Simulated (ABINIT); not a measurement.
# Quasiparticle gap of MoS2 (P6_3/mmc) in ABINIT, part 2 of 2

How does a plane-wave GW calculation on MoS2 (P6_3/mmc) run from the first input to the gap?

ABINIT 10.8.3; PBE and many-body steps on it, plane waves. Known limits of the many-body steps: not at the basis limit; no spin-orbit coupling; coarse k mesh.

So far. Step 2 (Ground state): The gap is indirect, with the least direct gap 0.77 eV higher. Step 3 (Empty states on the mesh, 6×6×1 mesh, 170 bands): On this mesh the gap is 0.889 eV.

The database entry behind the starting cell differs from later determinations by our own check (about 0.3 % long), so it need not match the best structure at ambient conditions.

### Step 4. Screening, 6×6×1 mesh, 156 bands, screening to 130.6 eV

The RPA dielectric matrix is built and inverted for each q.

This step: RPA screening on PBE, plane waves, norm-conserving pseudopotentials.

File run.abi:

```
acell 3*1.0 Angstrom
rprim 
  3.169000000004 -0.000000000001 0.000000000000
  -1.584500000001 2.744434504597 0.000000000000
  0.000000000000 0.000000000000 12.324000000000
ntypat 2
znucl 42 16
natom 6
typat 1 1 2 2 2 2
xred 
  0.333333333333 0.666666666667 0.250000000000
  0.666666666667 0.333333333333 0.750000000000
  0.333333333333 0.666666666667 0.623000000000
  0.666666666667 0.333333333333 0.123000000000
  0.333333333333 0.666666666667 0.877000000000
  0.666666666667 0.333333333333 0.377000000000
pp_dirpath "pseudos"
pseudos "Mo.upf, S.upf"
ecut 36
ngkpt 6 6 1
nshiftk 1
shiftk 0 0 0
kptopt 1
chksymbreak 0
istwfk *1
occopt 1
irdwfk 1
optdriver 3
nband 156
ecuteps 4.8
inclvkb 2
awtr 1
symchi 1
indata_prefix "in"
outdata_prefix "out"
tmpdata_prefix "tmp"
```

Command:

```sh
$ OMP_NUM_THREADS=1 mpirun -n 8 abinit run.abi > log
```

Numbers of over 12 decimals in the logs are rounded to 6 here.

What it wrote:

```text
.Version 10.8.3 of ABINIT. v10.8.2 released Aug 2026.

 Symmetries : space group P6_3/m m c (#194); Bravais hP (primitive hexag.)
[... echo of the input left out ...]
== DATASET  1 ==================================================================
-   mpi_nproc: 8, omp_nthreads: 1 (-1 if OMP is not activated)

--- !DatasetInfo
iteration_state: {dtset: 1, }
dimensions: {natom: 6, nkpt: 7, mband: 156, nsppol: 1, nspinor: 1, nspden: 1, mpw: 7481, }
cutoff_energies: {ecut:  36.0, pawecutdg:  -1.0, }
electrons: {nelect:   5.20000000E+01, charge:   0.00000000E+00, occopt:   1.00000000E+00, tsmear:   1.00000000E-02, }

 SCREENING: Calculation of the susceptibility and dielectric matrices

 Based on a program developped by R.W. Godby, V. Olevano, G. Onida, and L. Reining.
 Incorporated in ABINIT by V. Olevano, G.-M. Rignanese, and M. Torrent.
.Using double precision arithmetic ; gwpc =  8

[... cell and pseudopotentials left out ...]
--------------------------------------------------------------------------------

 ==== K-mesh for the wavefunctions ====
 Number of points in the irreducible wedge :     7
[... list of points left out ...]
 Together with 24 symmetry operations and time-reversal symmetry
 yields    36 points in the full Brillouin Zone.

 ==== Q-mesh for the screening function ====
 Number of points in the irreducible wedge :     7
[... list of points left out ...]
 Together with 24 symmetry operations and time-reversal symmetry
 yields    36 points in the full Brillouin Zone.

 setmesh: FFT mesh size selected  =    20x   20x   90
          total number of points  =        36000

 vcoul_init : cutoff-mode = AUXILIARY_FUNCTION
 q-points for optical limit:   1
     1)      0.000010    0.000020    0.000030

- screening: taking advantage of time-reversal symmetry
- Maximum band index for partially occupied states nbvw = 26
- Remaining bands to be divided among processors   nbcw = 130
- Number of bands treated by each node ~16

 Number of electrons calculated from density =   52.0000; Expected =   52.0000
 average of density, n =  0.071892
 r_s =    1.4919
 omega_plasma =   25.8640 [eV]

 calculating chi0 at frequencies [eV] :
  1    0.000000E+00    0.000000E+00
  2    0.000000E+00    2.586399E+01

--------------------------------------------------------------------------------
  q-point number  1        q = ( 0.000000, 0.000000, 0.000000) [r.l.u.]
--------------------------------------------------------------------------------
[... chi0 elements left out ...]
 For q-point:  0.000010 0.000020 0.000030
  dielectric constant =  14.5215
  dielectric constant without local fields =  16.2943

  Average fulfillment of the sum rule on Im[epsilon] for q-point    1 :     77.14  [%]
[... wings left out ...]
  q-point number  2        q = ( 0.166667, 0.000000, 0.000000) [r.l.u.]
--------------------------------------------------------------------------------
[... chi0 elements left out ...]
  Average fulfillment of the sum rule on Im[epsilon] for q-point    2 :     79.73  [%]

 [... 5 further q-points ...]
```

Elapsed: 67 s, on 8 MPI ranks of Intel Xeon Platinum 8488C (Sapphire Rapids), shared host; peak memory 2.6 GiB; 8.9 min of CPU time.

This step gave:

| Quantity | Value |
| --- | --- |
| ε∞ with local fields, on this mesh, along the program's q direction | 14.52 |
| the same without local fields | 16.29 |
| plasma frequency | 25.86 eV |
| plane waves in the screening matrix | 341 |

Local fields lower ε∞ by 11 %. On a Γ-centred mesh this coarse the value itself is usually too large, while a short band sum pulls it down.

### Step 5. Self-energy, 6×6×1 mesh, 156 bands, screening to 130.6 eV

The self-energy is evaluated for the states that the input lists, and the levels follow from it, in one-shot runs by the linearised quasiparticle equation.

This step: G0W0 on PBE, plane waves, norm-conserving pseudopotentials.

Edit run.abi of step 4 so:

```diff
@@ -27,8 +27,19 @@
 irdwfk 1
-optdriver 3
+optdriver 4
 nband 156
+gwcalctyp 0
+ecutsigx 36
+symsigma 1
+nkptgw 3
+kptgw 
+  0.0000000000 0.0000000000 0.0000000000
+  0.1666666667 0.1666666667 0.0000000000
+  0.3333333333 0.3333333333 0.0000000000
+bdgw 
+  25 28
+  25 28
+  25 28
 ecuteps 4.8
-inclvkb 2
-awtr 1
-symchi 1
+irdscr 1
+ppmodel 1
 indata_prefix "in"
```

What it wrote:

```text
.Version 10.8.3 of ABINIT. v10.8.2 released Aug 2026.

 Symmetries : space group P6_3/m m c (#194); Bravais hP (primitive hexag.)
[... echo of the input left out ...]
== DATASET  1 ==================================================================
-   mpi_nproc: 8, omp_nthreads: 1 (-1 if OMP is not activated)

--- !DatasetInfo
iteration_state: {dtset: 1, }
dimensions: {natom: 6, nkpt: 7, mband: 156, nsppol: 1, nspinor: 1, nspden: 1, mpw: 7481, }
cutoff_energies: {ecut:  36.0, pawecutdg:  -1.0, }
electrons: {nelect:   5.20000000E+01, charge:   0.00000000E+00, occopt:   1.00000000E+00, tsmear:   1.00000000E-02, }

 SIGMA: Calculation of the GW corrections

 Based on a program developped by R.W. Godby, V. Olevano, G. Onida, and L. Reining.
 Incorporated in ABINIT by V. Olevano, G.-M. Rignanese, and M. Torrent.
.Using double precision arithmetic ; gwpc =  8

[... cell and pseudopotentials left out ...]
--------------------------------------------------------------------------------

 ==== K-mesh for the wavefunctions ====
 Number of points in the irreducible wedge :     7
[... list of points left out ...]
 Together with 24 symmetry operations and time-reversal symmetry
 yields    36 points in the full Brillouin Zone.

 ==== Q-mesh for screening function ====
 Number of points in the irreducible wedge :     7
[... list of points left out ...]
 Together with 24 symmetry operations and time-reversal symmetry
 yields    36 points in the full Brillouin Zone.

 vcoul_init : cutoff-mode = AUXILIARY_FUNCTION
 q-points for optical limit:   1
     1)      0.000010    0.000020    0.000030
 setmesh: FFT mesh size selected  =    32x   32x  128
          total number of points  =       131072

 Number of electrons calculated from density =   52.0000; Expected =   52.0000
 average of density, n =  0.071892
 r_s =    1.4919
 omega_plasma =   25.8640 [eV]

 === KS Band Gaps ===
  >>>> For spin  1
   Minimum direct gap =   1.6539 [eV], located at k-point      :   0.3333  0.3333  0.0000
   Fundamental gap    =   0.8888 [eV], Top of valence bands at :   0.0000  0.0000  0.0000
                                       Bottom of conduction at :   0.1667  0.1667  0.0000
 SIGMA fundamental parameters:
 PLASMON POLE MODEL  1
 number of plane-waves for SigmaX                 7437
 number of plane-waves for SigmaC and W            341
 number of plane-waves for wavefunctions          7437
 number of bands                                   156
 number of independent spin polarizations            1
 number of spinorial components                      1
 number of k-points in IBZ                           7
 number of q-points in IBZ                           7
 number of symmetry operations                      24
 number of k-points in BZ                           36
 number of q-points in BZ                           36
 number of frequencies for dSigma/dE                 9
 frequency step for dSigma/dE [eV]                0.25
 number of omega for Sigma on real axis              0
 max omega for Sigma on real axis  [eV]           0.00
 zcut for avoiding poles [eV]                     0.10

 EPSILON^-1 parameters (SCR file):
 dimension of the eps^-1 matrix on file            341
 dimension of the eps^-1 matrix used               341
 number of plane-waves for wavefunctions          7437
 number of bands                                   156
 number of q-points in IBZ                           7
 number of frequencies                               2
 number of real frequencies                          1
 number of imag frequencies                          1

 matrix elements of self-energy operator (all in [eV])

 Perturbative Calculation

--- !SelfEnergy_ee
iteration_state: {dtset: 1, }
kpoint     : [   0.000,    0.000,    0.000, ]
spin       : 1
KS_gap     :    2.100
QP_gap     :    2.459
Delta_QP_KS:    0.360
data: !SigmaeeData |
     Band     E0 <VxcDFT>   SigX SigC(E0)      Z dSigC/dE  Sig(E)    E-E0       E
       25   7.290 -15.411 -16.658   1.470   0.777  -0.288 -15.238   0.173   7.463
       26   8.434 -16.391 -17.086   1.015   0.774  -0.291 -16.144   0.247   8.682
       27  10.534 -15.683 -11.194  -3.709   0.778  -0.285 -15.076   0.607  11.141
       28  10.534 -15.683 -11.194  -3.709   0.778  -0.285 -15.076   0.607  11.141

--- !SelfEnergy_ee
iteration_state: {dtset: 1, }
kpoint     : [   0.167,    0.167,    0.000, ]
spin       : 1
KS_gap     :    2.343
QP_gap     :    2.656
Delta_QP_KS:    0.313
data: !SigmaeeData |
     Band     E0 <VxcDFT>   SigX SigC(E0)      Z dSigC/dE  Sig(E)    E-E0       E
       25   6.952 -16.023 -17.484   1.726   0.773  -0.294 -15.818   0.204   7.156
       26   6.980 -16.154 -17.551   1.702   0.773  -0.294 -15.919   0.235   7.215
       27   9.323 -15.123 -11.048  -3.375   0.783  -0.277 -14.575   0.548   9.871
       28  10.062 -16.438 -11.872  -3.680   0.776  -0.289 -15.750   0.687  10.750

--- !SelfEnergy_ee
iteration_state: {dtset: 1, }
kpoint     : [   0.333,    0.333,    0.000, ]
spin       : 1
KS_gap     :    1.654
QP_gap     :    2.164
Delta_QP_KS:    0.510
data: !SigmaeeData |
     Band     E0 <VxcDFT>   SigX SigC(E0)      Z dSigC/dE  Sig(E)    E-E0       E
       25   7.670 -16.162 -16.792   0.978   0.777  -0.286 -15.891   0.271   7.942
       26   7.832 -16.516 -17.090   0.962   0.776  -0.288 -16.216   0.301   8.133
       27   9.486 -17.609 -13.378  -3.184   0.775  -0.291 -16.798   0.811  10.297
       28   9.486 -17.609 -13.378  -3.184   0.775  -0.291 -16.798   0.811  10.297

== END DATASET(S) ==============================================================
================================================================================

 -outvars: echo values of variables after computation  --------
           etotal      0.0000000000E+00
            nband         156
             nkpt           7
          spgroup         194
 [... the other variables as echoed above ...]

 Calculation completed.
```

Wall time 20 s (8 MPI ranks); peak memory 2 GiB; 2.6 min of CPU time.

Numbers from this step:

```
G0W0 gap on the points computed              : 1.189 eV
starting gap on the mesh                     : 0.8887 eV
k of the valence top                         : 0, 0, 0
k of the conduction bottom                   : 0.1667, 0.1667, 0
Z at the valence top                         : 0.774
Z at the conduction bottom                   : 0.783
least direct G0W0 gap on the computed points : 2.164 eV
```

The gap on the mesh goes from 0.89 eV to 1.19 eV, a correction of +0.30 eV.

Limits: finite bands, cutoff and mesh; no spin-orbit coupling; coarse k mesh. v1 is the top filled band, c1 the lowest empty one. Levels before and after the correction, in eV, zero at the valence-band top of each column:

|  | conduction bottom | valence top |
| --- | --- | --- |
| Kohn-Sham | 0.89 | 0.00 |
| G0W0 | 1.19 | 0.00 |

|  | level | energy (eV) |
| --- | --- | --- |
| Kohn-Sham | Γ v2 | -1.145 |
| Kohn-Sham | Γ v1 | 0.000 |
| Kohn-Sham | Γ c1-c2 | 2.100 |
| Kohn-Sham | (0.167 0.167 0) v2 | -1.483 |
| Kohn-Sham | (0.167 0.167 0) v1 | -1.454 |
| Kohn-Sham | (0.167 0.167 0) c1 | 0.889 |
| Kohn-Sham | (0.167 0.167 0) c2 | 1.628 |
| G0W0 | Γ v2 | -1.219 |
| G0W0 | Γ v1 | 0.000 |
| G0W0 | Γ c1-c2 | 2.459 |
| G0W0 | (0.167 0.167 0) v2 | -1.526 |
| G0W0 | (0.167 0.167 0) v1 | -1.467 |
| G0W0 | (0.167 0.167 0) c1 | 1.189 |
| G0W0 | (0.167 0.167 0) c2 | 2.068 |

### Step 6. Where the time went

Times are wall times on 8 MPI ranks of Intel Xeon Platinum 8488C (Sapphire Rapids), shared host, good to a factor of about two.

```csv
step,time,share,memory (GiB)
ground state,28 s,16 %,0.88
empty states on the mesh,59 s,34 %,0.9
screening,67 s,39 %,2.6
self-energy,20 s,11 %,2.0
```

### Step 7. Results

```json
{
  "PBE gap": "0.89 eV, indirect",
  "G0W0 gap on the mesh": "1.19 eV",
  "GW settings": "6×6×1 mesh, 156 bands, screening to 130.6 eV, Godby-Needs plasmon pole",
  "known limits": "not at the basis limit; no spin-orbit coupling; coarse k mesh"
}
```

G0W0 moves the gap on the mesh from 0.89 eV to 1.19 eV (+0.30 eV), with Z of 0.77 and 0.78 at the edges. Local fields lower the RPA ε∞ on this mesh from 16.29 to 14.52; a Γ-centred mesh this coarse tends to raise both, most where the direct gap is narrow, while a short band sum lowers them. Only 3 of the mesh's irreducible points were corrected, so a valley elsewhere could overtake. Bands and cutoff are finite, so the gap is not at the basis limit. The miss can reach some tenths of an eV and take either sign; the mesh is an error of its own. In the G0W0 run levels were corrected at 3 k points alone, so a gap called «on the mesh» is the least over those, and an edge elsewhere would be missed. The 6×6×1 mesh is coarse for this cell, which bears on the long-range parts of exchange and screening. The many-body steps are scalar-relativistic: spin-orbit coupling is not in them.

[Paths, hosts, dates, memory and timing lines, banners, echoed tables and standing remarks are left out of the program output.]

[Logs are printed without paths, hosts, clocks, repeated set-up lines and the standing remarks that a program may print on its own settings, such as how far it seeks lower states.]

[Runs of the session that timed out or met a known fault of the program may be left out.]

[Hosts, paths, dates, database ids (printed as entryN), source tags and the programs' standing remarks are cut or masked in the printed files.]

[G0W0 gaps are taken among the corrected bands and points alone; a level outside them can change the order at an edge.]

[Where Ansatz stands beside ABINIT at settings called matched, ABINIT's density can come from a denser mesh and the files from another edition; pairs whose starting gaps differed by over 0.03 eV were left out, so agreement reads better than it is.]
